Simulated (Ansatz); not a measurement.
# TlInBr6: complex band structure, part 3 of 3

Aim: relax a made-up compound, TlInBr6, and see how good a tunnel barrier it would be. It is built by putting In for Ga, Br for F in the TlGaF6 structure of space group R-3, with the volume rescaled by atomic radii. The parent structure comes from the Materials Project.

Ansatz 0.2.0; LDA DFT, plane waves, PAW files (the session's first sound run).

So far, gap on the k-mesh (eV): step 3 (band edges, LDA) 0.521; step 4 (complex bands, plane (001), k-mesh 6×6×6, LDA) 0.521; step 6 (r2SCAN, cutoff 500 eV) 0.986.

The structure was built from a prototype and need not be the compound's stable phase.

## 7. Complex bands at another level, cutoff 500 eV

This step: r2SCAN DFT, plane waves, PAW files; complex bands by layer matching along the plane's normal (Ansatz 0.2.0).

The complex bands at that level, over its own gap, at (0, 0) and (0.5, 0).

File input.yaml:

```yaml
crystal:
  lattice:
    - [6.561404498, 0.0, 0.0]
    - [3.280702249, 5.68234298, 0.0]
    - [3.280702249, -1.894114327, 6.054298439]
  atoms:
    - { symbol: Tl, position: [0.0, 0.0, 0.0] }
    - { symbol: In, position: [0.0, 0.5, 0.5] }
    - { symbol: Br, position: [0.1829708012, 0.5610314999, 0.7456847135] }
    - { symbol: Br, position: [0.8153467864, 0.2559976989, 0.7456847135] }
    - { symbol: Br, position: [0.5103129854, 0.9286555147, 0.7456847135] }
    - { symbol: Br, position: [0.1846532136, 0.7440023011, 0.2543152865] }
    - { symbol: Br, position: [0.4896870146, 0.0713444853, 0.2543152865] }
    - { symbol: Br, position: [0.8170291988, 0.4389685001, 0.2543152865] }
kpoints:
  mp_grid: { grid: [6, 6, 6] }
scf:
  occupations: { method: fixed }
hamiltonian:
  xc: r2scan
output:
  eigenvalues: true
  transmission:
    leads: [[0, 0]]
    kpoints: [[0.0, 0.0], [0.5, 0.0]]
    e_range: [-1.0, 1.99]
    de: 0.06
```

On the command line:

```console
> ansatz run input.yaml --threads 2 --pin off --max-ram 4096MiB --backend cpu --events-out ev --progress --plain --runs-dir out
```

Numbers of over 12 decimals in the logs are rounded to 6 here.

What it wrote:

```text
[...]
Crystal: 8 atoms, lattice volume = 225.729 Å³
Basis set: ecut = 500 eV, 5711 PW (Γ), exchange–correlation on 192×192×216 points (64 copies of the dense FFT grid, shifted against one another)
Bands: 42, of which v1, the nominal top of the filled ones, is band 34 counted from 1 (33 counted from 0)
Symmetry: 6 space group operations
[...]
k-points: 40 of 216
[...]
SCF iter   1: F=—  HF=-33833.223395 eV  |F-HF|=—  |Δ(HF+E_count)|=         —  Δρ=6.67e-3  dr2=9.36e-2  dr2_τ=5.00e-2  ethr=1.77e-3  ⟨swp⟩=5.8  Hψ=6146  notcnv=0  defer=240
[...]
SCF iter   6: F=-33833.239733 eV  HF=-33833.239733 eV  |F-HF|=5.26e-8  |Δ(HF+E_count)|=   6.50e-7  Δρ=6.03e-6  dr2=7.85e-8  dr2_τ=5.40e-9  ethr=1.47e-10  ⟨swp⟩=12.4  Hψ=9765  notcnv=0
SCF 1 converged in 6 iterations: F = -33833.239733 eV  dr2 = 7.85e-8
[...]
transmission: 10 of 20 steps passed
transmission: 20 of 20 steps passed
SCF converged after 6 iterations
Free energy (F): -33833.239733 eV
[...]
Internal energy: -33833.239733 eV  (E = F + TS)
E sigma→0 (E₀):  -33833.239733 eV
Fermi energy:    3.864563 eV
[...]
--- Band table (eV; the first three rows and the last of 40) ---
  k-point 0: bands = [... 30 lower, 3.5763, 3.7134, 3.7134, 3.8646, 4.8507, 8.4566, 9.4913, 9.7483, ... 4 higher]
  k-point 1: bands = [... 30 lower, 3.5927, 3.5927, 3.6841, 3.6841, 5.0595, 8.0730, 9.7632, 9.9220, ... 4 higher]
  k-point 2: bands = [... 30 lower, 3.5799, 3.5799, 3.6178, 3.6178, 5.3508, 7.3909, 10.2239, 10.4827, ... 4 higher]
  k-point 39: bands = [... 30 lower, 3.3087, 3.3675, 3.6191, 3.6417, 5.5311, 7.0033, 10.0050, 10.1038, ... 4 higher]
--- Transmission ---
  basis      : 379 plane waves across, 10 finite elements along
  points     : 2, as listed
[...]
crystal 0  : Br6Tl1In1, at the sites [0, 0], period 6.0543 Å: whole cells are its period
[...]
channels       : 0.000000e0 a spin
[...]
slowest decay  : 0.1311 /Å at (0.0000, 0.0000)
```

Wall time 91 s (2 threads of Intel Xeon 6975P-C (Granite Rapids), shared host); peak memory 1.9 GiB.

Numbers from this step:

| Quantity | Value |
| --- | --- |
| free energy | -33833.2397 eV |
| gap on the k-mesh | 0.9862 eV |
| level to which the leads are filled | 0.4931 eV from the Fermi level |
| decay constant at the filling level, zone centre | 0.1310 Å⁻¹ |
| decay constant at the filling level, slowest listed point | 0.1311 Å⁻¹ |

K parallel (0, 0); values up to 1.5 1/Å, a degenerate pair printed once or twice; energies at which all values exceed this have no row. The Im kz of the slowest decaying states by energy, zero at the highest filled level on the SCF mesh:

```csv
energy (eV),decay 1 (Å⁻¹),decay 2 (Å⁻¹),decay 3 (Å⁻¹),decay 4 (Å⁻¹)
-1.00,0.350,1.01,1.10,1.23
-0.88,0.0136,0.359,0.947,1.08
-0.70,0.370,0.830,1.05,1.20
-0.58,0.0862,0.376,0.719,1.02
-0.40,0.244,0.364,0.382,0.960
-0.28,0.375,0.385,0.892,1.17
-0.10,0.193,0.388,0.763,1.16
0.02,0.0343,0.233,0.389,0.845
0.20,0.0996,0.271,0.389,0.910
0.32,0.118,0.290,0.388,0.938
0.44,0.129,0.306,0.385,0.959
0.62,0.131,0.327,0.381,0.982
0.74,0.121,0.339,0.377,0.994
0.92,0.0747,0.354,0.370,1.01
1.04,0.363,0.364,1.01,1.06
1.22,0.358,0.375,1.02,1.04
1.34,0.357,0.382,1.03,1.03
1.52,0.363,0.391,1.02,1.03
1.64,0.371,0.396,1.00,1.03
1.82,0.119,0.383,0.402,0.987
1.94,0.146,0.391,0.406,0.976
```

K parallel (0, 0). Table of Re kz of states that move upwards by energy, zero at the highest filled level on the SCF mesh:

```csv
energy (eV),channel 1 (Å⁻¹),channel 2 (Å⁻¹),channel 3 (Å⁻¹),channel 4 = channel 5 (Å⁻¹)
-1.00,-0.472,-0.472,-0.333,-0.0356
-0.88,-0.424,-0.424,-0.302,-
-0.76,-0.368,-0.368,-0.270,0.0615
-0.64,-0.275,-0.275,-0.240,0.161
-0.52,-0.208,-,-,-
-0.40,-0.176,-,-,-
-0.28,-0.332,-0.332,-0.142,0.113
-0.16,-0.103,-0.103,-0.103,-
-0.04,-0.0491,-,-,-
0.02,-,-,-,-
0.08,-,-,-,-
0.20,-,-,-,-
0.32,-,-,-,-
0.44,-,-,-,-
0.50,-,-,-,-
0.62,-,-,-,-
0.74,-,-,-,-
0.86,-,-,-,-
0.98,-,-,-,-
1.10,0.117,-,-,-
1.22,0.188,-,-,-
1.34,0.258,-,-,-
1.46,0.330,-,-,-
1.58,0.407,-,-,-
1.70,-,-,-,-
1.82,-,-,-,-
1.94,-,-,-,-
```

K parallel (0.5, 0); values up to 1.5 1/Å, a degenerate pair printed once or twice; energies at which all values exceed this have no row. Table of Im kz of the slowest decaying states by energy, zero at the highest filled level on the SCF mesh:

```csv
energy (eV),decay 1 (Å⁻¹),decay 2 (Å⁻¹),decay 3 (Å⁻¹),decay 4 (Å⁻¹)
-1.000,0.0563,0.105,0.193,0.337
-0.820,0.0435,0.0931,0.201,0.320
-0.580,0.0321,0.175,0.263,1.31
-0.400,0.0454,0.143,0.271,0.285
-0.220,0.0750,0.114,0.196,0.262
0.020,0.223,0.239,0.252,0.264
0.200,0.278,0.281,0.301,0.360
0.380,0.292,0.314,0.337,0.403
0.620,0.301,0.349,0.370,0.449
0.800,0.302,0.370,0.387,0.477
0.980,0.298,0.387,0.399,0.500
1.220,0.282,0.405,0.410,0.525
1.400,0.258,0.416,0.416,0.540
1.580,0.207,0.419,0.425,0.553
1.820,0.281,0.419,0.435,0.568
```

At the listed wavevectors the last open channel is at -0.04 eV and the next at +1.04 eV on the grid. At +0.50 eV, the grid energy nearest the filling level (the middle of the gap on the SCF mesh), the slowest state at the listed wavevectors decays with κ = 0.131 Å⁻¹, its amplitude falling by e over 7.6 Å; the first such run, plane (001), gave 0.0759 Å⁻¹.

## 8. The same cell, other settings

This step: LDA DFT, plane waves, PAW files; complex bands by layer matching along the plane's normal; changed: basis.ecutwfc = "400 K", scf.max_iter = 60 (Ansatz 0.2.0).

This run repeats an earlier one, its twin (the complex run, plane (001)), with two settings changed (scf.max_iter, basis.ecutwfc; files written aside). The setting was drawn as a possible misstep, on purpose. Where the input is shown as a difference, that is against the step before, not the twin.

Edit input.yaml of step 7 so:

```diff
@@ -18,4 +18,5 @@
   occupations: { method: fixed }
+  max_iter: 60
 hamiltonian:
-  xc: r2scan
+  xc: lda
 output:
@@ -25,3 +26,5 @@
     kpoints: [[0.0, 0.0], [0.5, 0.0]]
-    e_range: [-1.0, 1.99]
-    de: 0.06
+    e_range: [-1.0, 1.52]
+    de: 0.05
+basis:
+  ecutwfc: "400 K"
```

What it wrote:

```text
Error: inconsistent input (basis.ecutwfc, kpoints): the smallest per-k basis holds n_pw = 0 plane waves (k-point 1, counted from 0 among those solved) but the deck needs at least 35 band(s) per channel, and no run solves more bands than the smallest per-k basis has plane waves; raise basis.ecutwfc until the smallest per-k basis, which caps the automatic band count, holds at least 35 plane waves
```

It took 0.12 s on 2 threads; peak memory 0.11 GiB.

The input was rejected at the start.

The program's message: “Error: inconsistent input (basis.ecutwfc, kpoints): the smallest per-k basis holds n_pw = 0 plane waves (k-point 1, counted from 0 among those solved) but the deck needs at least 35 band(s) per channe …”

The change that led to it: basis.ecutwfc = "400 K".

## 9. Results

| Quantity | Value |
| --- | --- |
| band gap | 0.521 eV |
| least decay constant at mid-gap, normal to (001) | 0.0759 Å⁻¹ |
| least decay constant on a mesh, normal to (001) | 0.0762 Å⁻¹ |
| least decay constant, r2SCAN | 0.131 Å⁻¹ |

What this shows: With LDA, the slowest decay at the wavevectors tried is κ = 0.0759 Å⁻¹, normal to (001). Through such a film the transmission near mid-gap falls as exp(−2κd), a factor of ten every 15 Å. A free electron under a barrier of half the gap would need a mass of 0.084 mₑ to decay at this rate. With r2SCAN the gap goes from 0.521 to 0.986 eV and the decay constant, over the first 2 listed wavevectors, from 0.0759 to 0.131 Å⁻¹. The compound is made up by substitution; its stability against other phases and against distortions of the cell's symmetry was not tested. A semilocal functional narrows gaps, while spin-orbit coupling, left out here, narrows them in compounds of heavy elements, so the error in κ can go either way.

[Logs are printed without paths, hosts, clocks, repeated set-up lines and the standing remarks that a program may print on its own settings, such as how far it seeks lower states.]

[Hosts, paths, dates, database ids (printed as entryN), source tags and the programs' standing remarks are cut or masked in the printed files.]
